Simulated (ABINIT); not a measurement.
# BaTiO3 (P4mm): making up for missing bands, part 2 of 2

Can a closure trick stand in for empty bands in GW on BaTiO3 (P4mm)?

ABINIT 10.8.3; PBE and many-body steps on it, plane waves. Known limits of the many-body steps: short of the basis limit; no spin-orbit coupling; coarse k mesh.

So far. Step 3 (Screening, 4×4×4 mesh, 108 bands, screening to 152.4 eV): Local fields lower ε∞ by 10 %. On a Γ-centred mesh this coarse the value itself is usually too large, while a short band sum pulls it down. Step 4 (108 bands): The gap on the mesh goes from 1.85 eV to 3.37 eV, a correction of +1.52 eV.

### Step 6. 28 bands

This step: G0W0 on PBE, plane waves, norm-conserving pseudopotentials.

The input, run.abi:

```
acell 3*1.0 Angstrom
rprim 
  3.990480000000 0.000000000000 0.000000000000
  0.000000000000 3.990480000000 0.000000000000
  0.000000000000 0.000000000000 4.023030000000
ntypat 3
znucl 56 22 8
natom 5
typat 1 2 3 3 3
xred 
  0.000000000000 0.000000000000 0.000000000000
  0.500000000000 0.500000000000 0.522000000000
  0.500000000000 0.500000000000 0.979000000000
  0.500000000000 0.000000000000 0.488000000000
  0.000000000000 0.500000000000 0.488000000000
pp_dirpath "pseudos"
pseudos "Ba.upf, Ti.upf, O.upf"
ecut 38
ngkpt 4 4 4
nshiftk 1
shiftk 0 0 0
kptopt 1
chksymbreak 0
istwfk *1
occopt 1
irdwfk 1
optdriver 4
nband 28
gwcalctyp 0
ecutsigx 38
symsigma 1
nkptgw 2
kptgw 
  0.5000000000 0.5000000000 0.5000000000
  0.0000000000 0.0000000000 0.0000000000
bdgw 
  18 23
  19 23
ecuteps 5.6
irdscr 1
ppmodel 1
indata_prefix "in"
outdata_prefix "out"
tmpdata_prefix "tmp"
```

Launch:

```sh
$ OMP_NUM_THREADS=1 mpirun -n 8 abinit run.abi > log
```

The program printed:

```text
.Version 10.8.3 of ABINIT. v10.8.2 released Aug 2026.

 Symmetries : space group P4 m m (# 99); Bravais tP (primitive tetrag.)
[... echo of the input left out ...]
== DATASET  1 ==================================================================
-   mpi_nproc: 8, omp_nthreads: 1 (-1 if OMP is not activated)

--- !DatasetInfo
iteration_state: {dtset: 1, }
dimensions: {natom: 5, nkpt: 18, mband: 28, nsppol: 1, nspinor: 1, nspden: 1, mpw: 4868, }
cutoff_energies: {ecut:  38.0, pawecutdg:  -1.0, }
electrons: {nelect:   4.00000000E+01, charge:   0.00000000E+00, occopt:   1.00000000E+00, tsmear:   1.00000000E-02, }

 SIGMA: Calculation of the GW corrections

 Based on a program developped by R.W. Godby, V. Olevano, G. Onida, and L. Reining.
 Incorporated in ABINIT by V. Olevano, G.-M. Rignanese, and M. Torrent.
.Using double precision arithmetic ; gwpc =  8

[... cell and pseudopotentials left out ...]
--------------------------------------------------------------------------------

 ==== K-mesh for the wavefunctions ====
 Number of points in the irreducible wedge :    18
[... list of points left out ...]
 Together with  8 symmetry operations and time-reversal symmetry
 yields    64 points in the full Brillouin Zone.

 ==== Q-mesh for screening function ====
 Number of points in the irreducible wedge :    18
[... list of points left out ...]
 Together with  8 symmetry operations and time-reversal symmetry
 yields    64 points in the full Brillouin Zone.

 vcoul_init : cutoff-mode = AUXILIARY_FUNCTION
 q-points for optical limit:   1
     1)      0.000010    0.000020    0.000030
 setmesh: FFT mesh size selected  =    45x   45x   45
          total number of points  =        91125

 Number of electrons calculated from density =   40.0000; Expected =   40.0000
[...]
number of omega for Sigma on real axis              0
 max omega for Sigma on real axis  [eV]           0.00
 zcut for avoiding poles [eV]                     0.10

 EPSILON^-1 parameters (SCR file):
 dimension of the eps^-1 matrix on file            257
 dimension of the eps^-1 matrix used               257
 number of plane-waves for wavefunctions          4865
 number of bands                                    28
 number of q-points in IBZ                          18
 number of frequencies                               2
 number of real frequencies                          1
 number of imag frequencies                          1

 matrix elements of self-energy operator (all in [eV])

 Perturbative Calculation

--- !SelfEnergy_ee
iteration_state: {dtset: 1, }
kpoint     : [   0.500,    0.500,    0.500, ]
spin       : 1
KS_gap     :    4.248
QP_gap     :    6.393
Delta_QP_KS:    2.145
data: !SigmaeeData |
     Band     E0 <VxcDFT>   SigX SigC(E0)      Z dSigC/dE  Sig(E)    E-E0       E
       18   6.542 -19.963 -24.993   5.611   0.723  -0.383 -19.543   0.420   6.962
       19   6.542 -19.963 -24.993   5.611   0.723  -0.383 -19.543   0.420   6.962
       20   6.718 -20.008 -25.051   5.683   0.720  -0.388 -19.547   0.461   7.179
[...]
--- !SelfEnergy_ee
iteration_state: {dtset: 1, }
kpoint     : [   0.000,    0.000,    0.000, ]
spin       : 1
KS_gap     :    2.222
QP_gap     :    4.186
Delta_QP_KS:    1.964
data: !SigmaeeData |
     Band     E0 <VxcDFT>   SigX SigC(E0)      Z dSigC/dE  Sig(E)    E-E0       E
[...]
22   8.936 -19.060 -12.059  -3.750   0.747  -0.339 -16.633   2.428  11.364
       23   8.936 -19.060 -12.059  -3.750   0.747  -0.339 -16.633   2.428  11.364

== END DATASET(S) ==============================================================
================================================================================

 -outvars: echo values of variables after computation  --------
           etotal      0.0000000000E+00
            nband          28
             nkpt          18
          spgroup          99
 [... the other variables as echoed above ...]

 Calculation completed.
```

Wall time 4.2 s (8 MPI ranks of AMD EPYC 9R45, shared host); peak memory 1.7 GiB; 32 s of CPU time.

Numbers from this step:

- G0W0 gap on the mesh: 3.798 eV
- starting gap on the mesh: 1.851 eV
- k of the valence top: 0.5, 0.5, 0.5
- k of the conduction bottom: 0, 0, 0
- Z at the valence top: 0.72
- Z at the conduction bottom: 0.748
- least direct G0W0 gap on the computed points: 4.186 eV

Against G0W0 in ABINIT (4×4×4 mesh, 108 bands, screening to 152.4 eV, Godby-Needs plasmon pole), the gap moves by +0.431 eV.

### Step 7. Screening, 4×4×4 mesh, 28 bands, screening to 152.4 eV

This step: RPA screening on PBE, plane waves, norm-conserving pseudopotentials.

Edit run.abi of step 6 so:

```diff
@@ -26,17 +26,10 @@
 irdwfk 1
-optdriver 4
+optdriver 3
 nband 28
-gwcalctyp 0
-ecutsigx 38
-symsigma 1
-nkptgw 2
-kptgw 
-  0.5000000000 0.5000000000 0.5000000000
-  0.0000000000 0.0000000000 0.0000000000
-bdgw 
-  18 23
-  19 23
 ecuteps 5.6
-irdscr 1
-ppmodel 1
+inclvkb 2
+awtr 1
+symchi 1
+gwcomp 1
+gwencomp 1.5
 indata_prefix "in"
```

The program printed:

```text
.Version 10.8.3 of ABINIT. v10.8.2 released Aug 2026.

 Symmetries : space group P4 m m (# 99); Bravais tP (primitive tetrag.)
[... echo of the input left out ...]
== DATASET  1 ==================================================================
-   mpi_nproc: 8, omp_nthreads: 1 (-1 if OMP is not activated)

--- !DatasetInfo
iteration_state: {dtset: 1, }
dimensions: {natom: 5, nkpt: 18, mband: 28, nsppol: 1, nspinor: 1, nspden: 1, mpw: 4868, }
cutoff_energies: {ecut:  38.0, pawecutdg:  -1.0, }
[...]
--------------------------------------------------------------------------------
[... chi0 elements left out ...]
 For q-point:  0.000010 0.000020 0.000030
  dielectric constant =   5.0273
  dielectric constant without local fields =   5.4589

  Average fulfillment of the sum rule on Im[epsilon] for q-point    1 :    103.40  [%]
[... wings left out ...]
  q-point number  2        q = ( 0.250000, 0.000000, 0.000000) [r.l.u.]
--------------------------------------------------------------------------------
[... chi0 elements left out ...]
  Average fulfillment of the sum rule on Im[epsilon] for q-point    2 :    136.90  [%]

 [... 16 further q-points ...]
```

The job ended after 27 s (8 MPI ranks; peak memory 2.3 GiB).

Numbers from this step:

```
ε∞ with local fields, on this mesh    : 5.027
ε∞ without local fields, on this mesh : 5.459
plasma frequency                      : 29.34 eV
plane waves in the screening matrix   : 257
```

### Step 8. 28 bands, completed

This step: G0W0 on PBE, plane waves, norm-conserving pseudopotentials.

Edit run.abi of step 7 so:

```diff
@@ -26,8 +26,17 @@
 irdwfk 1
-optdriver 3
+optdriver 4
 nband 28
+gwcalctyp 0
+ecutsigx 38
+symsigma 1
+nkptgw 2
+kptgw 
+  0.5000000000 0.5000000000 0.5000000000
+  0.0000000000 0.0000000000 0.0000000000
+bdgw 
+  18 23
+  19 23
 ecuteps 5.6
-inclvkb 2
-awtr 1
-symchi 1
+irdscr 1
+ppmodel 1
 gwcomp 1
```

The program printed:

```text
.Version 10.8.3 of ABINIT. v10.8.2 released Aug 2026.

 Symmetries : space group P4 m m (# 99); Bravais tP (primitive tetrag.)
[... echo of the input left out ...]
== DATASET  1 ==================================================================
-   mpi_nproc: 8, omp_nthreads: 1 (-1 if OMP is not activated)

--- !DatasetInfo
iteration_state: {dtset: 1, }
dimensions: {natom: 5, nkpt: 18, mband: 28, nsppol: 1, nspinor: 1, nspden: 1, mpw: 4868, }
cutoff_energies: {ecut:  38.0, pawecutdg:  -1.0, }
[...]
Band     E0 <VxcDFT>   SigX SigC(E0)      Z dSigC/dE  Sig(E)    E-E0       E
[...]
22   8.936 -19.060 -12.059  -5.823   0.785  -0.274 -18.135   0.925   9.861
       23   8.936 -19.060 -12.059  -5.823   0.785  -0.274 -18.135   0.925   9.861

== END DATASET(S) ==============================================================
================================================================================

 -outvars: echo values of variables after computation  --------
           etotal      0.0000000000E+00
            nband          28
             nkpt          18
          spgroup          99
 [... the other variables as echoed above ...]

 Calculation completed.
```

Run time: 4.4 s. Hardware: 8 MPI ranks; peak memory 1.7 GiB.

Read from the output:

* G0W0 gap on the mesh: 3.403 eV
* starting gap on the mesh: 1.851 eV
* k of the valence top: 0.5, 0.5, 0.5
* k of the conduction bottom: 0, 0, 0
* least direct G0W0 gap on the computed points: 3.803 eV

Against G0W0 in ABINIT (4×4×4 mesh, 108 bands, screening to 152.4 eV, Godby-Needs plasmon pole), the gap moves by +0.036 eV.

### Step 9. Screening, 4×4×4 mesh, 51 bands, screening to 152.4 eV

This step: RPA screening on PBE, plane waves, norm-conserving pseudopotentials.

Edit run.abi of step 8 so:

```diff
@@ -26,19 +26,8 @@
 irdwfk 1
-optdriver 4
-nband 28
-gwcalctyp 0
-ecutsigx 38
-symsigma 1
-nkptgw 2
-kptgw 
-  0.5000000000 0.5000000000 0.5000000000
-  0.0000000000 0.0000000000 0.0000000000
-bdgw 
-  18 23
-  19 23
+optdriver 3
+nband 51
 ecuteps 5.6
-irdscr 1
-ppmodel 1
-gwcomp 1
-gwencomp 1.5
+inclvkb 2
+awtr 1
+symchi 1
 indata_prefix "in"
```

The program printed:

```text
.Version 10.8.3 of ABINIT. v10.8.2 released Aug 2026.

 Symmetries : space group P4 m m (# 99); Bravais tP (primitive tetrag.)
[... echo of the input left out ...]
== DATASET  1 ==================================================================
-   mpi_nproc: 8, omp_nthreads: 1 (-1 if OMP is not activated)

--- !DatasetInfo
iteration_state: {dtset: 1, }
dimensions: {natom: 5, nkpt: 18, mband: 51, nsppol: 1, nspinor: 1, nspden: 1, mpw: 4868, }
cutoff_energies: {ecut:  38.0, pawecutdg:  -1.0, }
[...]
--------------------------------------------------------------------------------
[... chi0 elements left out ...]
 For q-point:  0.000010 0.000020 0.000030
  dielectric constant =   5.7449
  dielectric constant without local fields =   6.3564

  Average fulfillment of the sum rule on Im[epsilon] for q-point    1 :     33.35  [%]
[... wings left out ...]
  q-point number  2        q = ( 0.250000, 0.000000, 0.000000) [r.l.u.]
--------------------------------------------------------------------------------
[... chi0 elements left out ...]
  Average fulfillment of the sum rule on Im[epsilon] for q-point    2 :     54.78  [%]

 [... 16 further q-points ...]
```

Run time: 14 s. Hardware: 8 MPI ranks; peak memory 2.5 GiB.

Read from the output:

```
ε∞ with local fields, on this mesh    : 5.745
ε∞ without local fields, on this mesh : 6.356
plasma frequency                      : 29.34 eV
plane waves in the screening matrix   : 257
```

### Step 10. 51 bands

This step: G0W0 on PBE, plane waves, norm-conserving pseudopotentials.

Edit run.abi of step 9 so:

```diff
@@ -26,8 +26,17 @@
 irdwfk 1
-optdriver 3
+optdriver 4
 nband 51
+gwcalctyp 0
+ecutsigx 38
+symsigma 1
+nkptgw 2
+kptgw 
+  0.5000000000 0.5000000000 0.5000000000
+  0.0000000000 0.0000000000 0.0000000000
+bdgw 
+  18 23
+  19 23
 ecuteps 5.6
-inclvkb 2
-awtr 1
-symchi 1
+irdscr 1
+ppmodel 1
 indata_prefix "in"
```

The program printed:

```text
.Version 10.8.3 of ABINIT. v10.8.2 released Aug 2026.

 Symmetries : space group P4 m m (# 99); Bravais tP (primitive tetrag.)
[... echo of the input left out ...]
== DATASET  1 ==================================================================
-   mpi_nproc: 8, omp_nthreads: 1 (-1 if OMP is not activated)

--- !DatasetInfo
iteration_state: {dtset: 1, }
dimensions: {natom: 5, nkpt: 18, mband: 51, nsppol: 1, nspinor: 1, nspden: 1, mpw: 4868, }
cutoff_energies: {ecut:  38.0, pawecutdg:  -1.0, }
[...]
Band     E0 <VxcDFT>   SigX SigC(E0)      Z dSigC/dE  Sig(E)    E-E0       E
[...]
22   8.936 -19.060 -12.059  -4.359   0.773  -0.293 -17.017   2.044  10.980
       23   8.936 -19.060 -12.059  -4.359   0.773  -0.293 -17.017   2.044  10.980

== END DATASET(S) ==============================================================
================================================================================

 -outvars: echo values of variables after computation  --------
           etotal      0.0000000000E+00
            nband          51
             nkpt          18
          spgroup          99
 [... the other variables as echoed above ...]

 Calculation completed.
```

Elapsed: 5.4 s, on 8 MPI ranks; peak memory 1.8 GiB.

Numbers from this step:

```yaml
g0w0_gap_on_the_mesh: 3.436 eV
starting_gap_on_the_mesh: 1.851 eV
k_of_the_valence_top: 0.5, 0.5, 0.5
k_of_the_conduction_bottom: 0, 0, 0
least_direct_g0w0_gap_on_the_computed_points: 3.813 eV
```

Against G0W0 in ABINIT (4×4×4 mesh, 108 bands, screening to 152.4 eV, Godby-Needs plasmon pole), the gap moves by +0.069 eV.

### Step 11. Screening, 4×4×4 mesh, 51 bands, screening to 152.4 eV

This step: RPA screening on PBE, plane waves, norm-conserving pseudopotentials.

Edit run.abi of step 10 so:

```diff
@@ -26,17 +26,10 @@
 irdwfk 1
-optdriver 4
+optdriver 3
 nband 51
-gwcalctyp 0
-ecutsigx 38
-symsigma 1
-nkptgw 2
-kptgw 
-  0.5000000000 0.5000000000 0.5000000000
-  0.0000000000 0.0000000000 0.0000000000
-bdgw 
-  18 23
-  19 23
 ecuteps 5.6
-irdscr 1
-ppmodel 1
+inclvkb 2
+awtr 1
+symchi 1
+gwcomp 1
+gwencomp 2
 indata_prefix "in"
```

The program printed:

```text
.Version 10.8.3 of ABINIT. v10.8.2 released Aug 2026.

 Symmetries : space group P4 m m (# 99); Bravais tP (primitive tetrag.)
[... echo of the input left out ...]
== DATASET  1 ==================================================================
-   mpi_nproc: 8, omp_nthreads: 1 (-1 if OMP is not activated)

--- !DatasetInfo
iteration_state: {dtset: 1, }
dimensions: {natom: 5, nkpt: 18, mband: 51, nsppol: 1, nspinor: 1, nspden: 1, mpw: 4868, }
cutoff_energies: {ecut:  38.0, pawecutdg:  -1.0, }
[...]
--------------------------------------------------------------------------------
[... chi0 elements left out ...]
 For q-point:  0.000010 0.000020 0.000030
  dielectric constant =   5.7734
  dielectric constant without local fields =   6.3564

  Average fulfillment of the sum rule on Im[epsilon] for q-point    1 :    114.57  [%]
[... wings left out ...]
  q-point number  2        q = ( 0.250000, 0.000000, 0.000000) [r.l.u.]
--------------------------------------------------------------------------------
[... chi0 elements left out ...]
  Average fulfillment of the sum rule on Im[epsilon] for q-point    2 :    113.53  [%]

 [... 16 further q-points ...]
```

Wall time 66 s (8 MPI ranks); peak memory 2.6 GiB.

Read from the output:

```
ε∞ with local fields, on this mesh    : 5.773
ε∞ without local fields, on this mesh : 6.356
plasma frequency                      : 29.34 eV
plane waves in the screening matrix   : 257
```

### Step 12. 51 bands, completed

This step: G0W0 on PBE, plane waves, norm-conserving pseudopotentials.

Edit run.abi of step 11 so:

```diff
@@ -26,8 +26,17 @@
 irdwfk 1
-optdriver 3
+optdriver 4
 nband 51
+gwcalctyp 0
+ecutsigx 38
+symsigma 1
+nkptgw 2
+kptgw 
+  0.5000000000 0.5000000000 0.5000000000
+  0.0000000000 0.0000000000 0.0000000000
+bdgw 
+  18 23
+  19 23
 ecuteps 5.6
-inclvkb 2
-awtr 1
-symchi 1
+irdscr 1
+ppmodel 1
 gwcomp 1
```

The program printed:

```text
.Version 10.8.3 of ABINIT. v10.8.2 released Aug 2026.

 Symmetries : space group P4 m m (# 99); Bravais tP (primitive tetrag.)
[... echo of the input left out ...]
== DATASET  1 ==================================================================
-   mpi_nproc: 8, omp_nthreads: 1 (-1 if OMP is not activated)

--- !DatasetInfo
iteration_state: {dtset: 1, }
dimensions: {natom: 5, nkpt: 18, mband: 51, nsppol: 1, nspinor: 1, nspden: 1, mpw: 4868, }
cutoff_energies: {ecut:  38.0, pawecutdg:  -1.0, }
[...]
Band     E0 <VxcDFT>   SigX SigC(E0)      Z dSigC/dE  Sig(E)    E-E0       E
[...]
22   8.936 -19.060 -12.059  -5.587   0.781  -0.280 -17.955   1.105  10.042
       23   8.936 -19.060 -12.059  -5.587   0.781  -0.280 -17.955   1.105  10.042

== END DATASET(S) ==============================================================
================================================================================

 -outvars: echo values of variables after computation  --------
           etotal      0.0000000000E+00
            nband          51
             nkpt          18
          spgroup          99
 [... the other variables as echoed above ...]

 Calculation completed.
```

Elapsed: 5.7 s, on 8 MPI ranks; peak memory 1.8 GiB.

Numbers from this step:

* G0W0 gap on the mesh: 3.203 eV
* starting gap on the mesh: 1.851 eV
* k of the valence top: 0.5, 0.5, 0.5
* k of the conduction bottom: 0, 0, 0
* least direct G0W0 gap on the computed points: 3.594 eV

Against G0W0 in ABINIT (4×4×4 mesh, 108 bands, screening to 152.4 eV, Godby-Needs plasmon pole), the gap moves by −0.164 eV.

### Step 13. The runs together

Times are wall times on 8 MPI ranks of AMD EPYC 9R45, shared host, good to a factor of about two. A run's time includes the screening step that it read.

```
                run   mesh  bands  screening cutoff (eV)  DFT gap (eV)  gap on the mesh (eV)  direct (eV)  ε∞ used  time
          108 bands  4×4×4    108                  152.4         1.851                 3.367        3.755     5.80  43 s
           28 bands  4×4×4     28                  152.4         1.851                 3.798        4.186     4.96  10 s
28 bands, completed  4×4×4     28                  152.4         1.851                 3.403        3.803     5.03  31 s
           51 bands  4×4×4     51                  152.4         1.851                 3.436        3.813     5.74  20 s
51 bands, completed  4×4×4     51                  152.4         1.851                 3.203        3.594     5.77  72 s
```

### Step 14. What came out

| Quantity | Value |
| --- | --- |
| 108 bands | 3.367 eV |
| 28 bands | 3.798 eV |
| 28 bands, completed | 3.403 eV |
| 51 bands | 3.436 eV |
| 51 bands, completed | 3.203 eV |

In words: 28 bands: +0.431 eV against 108 bands. 28 bands, completed: +0.036 eV against 108 bands. 51 bands: +0.069 eV against 108 bands. 51 bands, completed: −0.164 eV against 108 bands. The row with most bands is itself short of the limit, so it is no exact reference, and agreement of a truncated run with it can be a cancellation between the edges. The screenings behind the G0W0 rows differ in their static value, so the rows are no clean test of the frequency model alone. The 4×4×4 mesh is coarse for this cell, which bears on the long-range parts of exchange and screening. The many-body steps are scalar-relativistic: spin-orbit coupling is not in them.

[Long decimals in the printed logs are rounded to 6 places.]

[Logs are printed without paths, hosts, clocks, repeated set-up lines and the standing remarks that a program may print on its own settings, such as how far it seeks lower states.]

[Paths, hosts, dates, memory and timing lines, banners, echoed tables and standing remarks are left out of the program output; an Ansatz launch command may be rebuilt from the run's recorded settings. Measured values are a selection of at most five: reports struck by readers or far from the other reports are left out. None is set beside runs whose start may be inverted or whose files or cutoffs have a known fault.]

[Runs of the session that timed out or met a known fault of the program may be left out.]

[Hosts, paths, dates, database ids (printed as entryN), source tags and the programs' standing remarks are cut or masked in the printed files.]

[G0W0 gaps are taken among the corrected bands and points alone; a level outside them can change the order at an edge.]

[Where Ansatz stands beside ABINIT at settings called matched, ABINIT's density can come from a denser mesh and the files from another edition; pairs whose starting gaps differed by over 0.03 eV were left out, so agreement reads better than it is.]
